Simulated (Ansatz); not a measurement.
# CaMnO3 (cubic perovskite) (Pm-3m): how robust is the cRPA U?, part 2 of 2

Wanted: the sensitivity and cost of U and J for CaMnO3 (cubic perovskite) (Pm-3m).

Ansatz 0.2.0; constrained RPA on LDA, plane waves, PAW.

So far. Step 4 (Changed: 2×2×2 mesh): On the Mn d shell, screening brings the on-site interaction from 18.5 eV down to U = 3.57 eV.

The structure was built from a prototype and need not be the compound's stable phase.

### Step 6. Changed: accuracy low

input.yaml reads:

```yaml
crystal:
  lattice:
    - [0.0, -3.63985436, 0.0]
    - [0.0, 0.0, 3.63985436]
    - [-3.63985436, 0.0, 0.0]
  atoms:
    - { symbol: Ca, position: [0.0, 0.0, 0.0] }
    - { symbol: Mn, position: [0.5, 0.5, 0.5] }
    - { symbol: O, position: [0.5, 0.5, 0.0] }
    - { symbol: O, position: [0.5, 0.0, 0.5] }
    - { symbol: O, position: [0.0, 0.5, 0.5] }
kpoints:
  mp_grid: { grid: [8, 8, 8] }
hamiltonian:
  xc: lda
scf:
  occupations: { method: gaussian, width: 0.08 }
  n_extra_bands: 19
  max_iter: 150
  lower_state_search: "off"
output:
  crpa:
    kmesh: [4, 4, 4]
    target_bands: [v2, c3]
    projections: [{ species: Mn, l: d, shell: 3 }]
    accuracy: low
```

The run is started by

```console
> ansatz run input.yaml --threads 4 --pin off --max-ram 9216MiB --backend cpu --events-out ev --progress --plain --runs-dir out
```

Numbers of over 12 decimals in the logs are rounded to 6 here.

Output:

```text
[...]
Crystal: 5 atoms, lattice volume = 48.223 Å³
Basis set: ecut = 420 eV, 925 PW (Γ)
Bands: 41, of which v1, the nominal top of the filled ones, is band 22 counted from 1 (21 counted from 0)
Symmetry: 48 space group operations
[...]
k-points: 35 of 512
[...]
χ-basis size per q: N_G = 160..180
[...]
screened: U = 2.8855 eV, U' = 2.0623 eV, J = 0.3893 eV
      screened d-shell averages: U_bar = F0 = 2.2269 eV, J_bar = 0.5539 eV
      screened, to within: U = 8.6e-2 eV, U' = 8.6e-2 eV, J = 8.9e-3 eV
      screened d-shell averages, to within: U_bar = 6.8e-2 eV, J_bar = 1.4e-2 eV
      bare: V = 16.9363 eV, V' = 15.7496 eV, J = 0.5262 eV
      bare d-shell averages: V_bar = F0 = 15.9869 eV, J_bar = 0.7636 eV
[...]
[key lines of the parts left out:]
SCF converged after 7 iterations
Free energy (F): -7283.280307 eV
Fermi energy:    12.638121 eV
```

The job ended after 20 s (4 threads of Arm Neoverse V2, shared host; peak memory 0.54 GiB).

This step gave:

- U: 2.885 eV
- U prime (inter-orbital): 2.062 eV
- J: 0.3893 eV
- bare V: 16.94 eV
- bare J: 0.5262 eV
- stated bound on U: 0.08588 eV
- U over bare V: 0.1704
- electrons in the window: 3.000
- head of the constrained inverse dielectric matrix: 0.1341
- least eigenvalue of the projection's overlap: 0.4731
- target functions: 5
- bands in the sums: 50
- width of the target bands: 7.017 eV
- weight of the projected orbitals in the window: 0.6617

On the Mn d shell, screening brings the on-site interaction from 16.9 eV down to U = 2.89 eV.

### Step 7. Changed: a hybrid parent, which the program doesn't serve

This step: constrained RPA on HSE06, plane waves, PAW.

input.yaml: that of step 6 with these lines changed.

```diff
@@ -14,3 +14,3 @@
 hamiltonian:
-  xc: lda
+  xc: hse06
 scf:
@@ -25,2 +25 @@
     projections: [{ species: Mn, l: d, shell: 3 }]
-    accuracy: low
```

Output:

```text
Error: output.crpa with hamiltonian.xc: <hybrid> — the cRPA pass is not lent the exchange term, and with exact exchange the velocity is complete only between two filled bands or a filled and an empty one, where its q→0 head needs it between a partly filled band and a filled or an empty one too; use an LDA or GGA functional, or a τ-reading meta-GGA without exact exchange such as r2scan
```

The job ended after 0.02 s (4 threads; peak memory 0.04 GiB).

The program refused the input before any cycle.

The program's message: “Error: output.crpa with hamiltonian.xc: <hybrid> — the cRPA pass is not lent the exchange term, and with exact exchange the velocity is complete only between two filled bands or a filled and an empty …”

The fault put into this input: a hybrid parent, which the program doesn't serve.

### Step 8. Changed: potentials

This step: constrained RPA on LDA, plane waves, norm-conserving pseudopotentials.

input.yaml: that of step 7 with these lines changed.

```diff
@@ -14,3 +14,4 @@
 hamiltonian:
-  xc: hse06
+  xc: lda
+  pseudopotentials: { kind: nc }
 scf:
```

Output:

```text
[...]
Crystal: 5 atoms, lattice volume = 48.223 Å³
Basis set: ecut = 1306.14654 eV, 5185 PW (Γ)
Bands: 41, of which v1, the nominal top of the filled ones, is band 22 counted from 1 (21 counted from 0)
Symmetry: 48 space group operations
[...]
k-points: 35 of 512
[...]
χ-basis size per q: N_G = 160..180
[...]
screened: U = 2.9324 eV, U' = 2.1081 eV, J = 0.3908 eV
      screened d-shell averages: U_bar = F0 = 2.2730 eV, J_bar = 0.5557 eV
      screened, to within: U = 9.2e-3 eV, U' = 9.2e-3 eV, J = 5.9e-4 eV
      screened d-shell averages, to within: U_bar = 8.2e-3 eV, J_bar = 8.6e-4 eV
      bare: V = 16.9597 eV, V' = 15.7741 eV, J = 0.5270 eV
      bare d-shell averages: V_bar = F0 = 16.0112 eV, J_bar = 0.7641 eV
[...]
[key lines of the parts left out:]
SCF converged after 11 iterations
Free energy (F): -5365.390209 eV
Fermi energy:    12.727455 eV
```

Elapsed: 2.3 min, on 4 threads; peak memory 1.1 GiB; 8.9 min of CPU time.

This step gave:

```
U                                                 : 2.932 eV
U prime (inter-orbital)                           : 2.108 eV
J                                                 : 0.3908 eV
bare V                                            : 16.96 eV
bare J                                            : 0.5270 eV
stated bound on U                                 : 0.009169 eV
U over bare V                                     : 0.1729
electrons in the window                           : 3.000
head of the constrained inverse dielectric matrix : 0.1355
least eigenvalue of the projection's overlap      : 0.5196
target functions                                  : 5
bands in the sums                                 : 50
width of the target bands                         : 6.965 eV
weight of the projected orbitals in the window    : 0.6856
```

On the Mn d shell, screening brings the on-site interaction from 17.0 eV down to U = 2.93 eV.

### Step 9. Side by side

Times are wall times on 4 threads of Arm Neoverse V2, shared host, good to a factor of about two.

```tsv
run	bare V (eV)	U (eV)	J (eV)	bound on U (eV)	width (eV)	time
target window	16.94	2.901	0.391	0.0084	7.02	41 s
6×6×6 mesh	16.70	2.825	0.383	0.0088	7.02	4.3 min
2×2×2 mesh	18.46	3.566	0.447	0.0065	7.02	5.5 s
accuracy low	16.94	2.885	0.389	0.0859	7.02	20 s
potentials	16.96	2.932	0.391	0.0092	6.96	2.3 min
```

### Step 10. Summary of results

```yaml
target_window: U 2.90 eV, J 0.39 eV
6x6x6_mesh: U 2.82 eV, J 0.38 eV
2x2x2_mesh: U 3.57 eV, J 0.45 eV
accuracy_low: U 2.89 eV, J 0.39 eV
potentials: U 2.93 eV, J 0.39 eV
```

6×6×6 mesh moves U by −0.08 eV at 6.4 times the time. 2×2×2 mesh moves U by +0.67 eV at 0.13 times the time. Accuracy low moves U by −0.02 eV (within the solver's bounds, for the mean over orbitals) at 0.49 times the time. Potentials moves U by +0.03 eV at 3.5 times the time. The printed bound covers the solver alone, not the mesh. The parent state is non-magnetic and the interaction static (zero frequency); U depends on the window and the orbitals, so it belongs to this model alone.

[Paths, hosts, dates, memory and timing lines, banners, echoed tables and standing remarks are left out of the program output.]

[Logs are printed without paths, hosts, clocks, repeated set-up lines and the standing remarks that a program may print on its own settings, such as how far it seeks lower states.]

[Runs of the session that timed out or met a known fault of the program may be left out.]

[Hosts, paths, dates, database ids (printed as entryN), source tags and the programs' standing remarks are cut or masked in the printed files.]
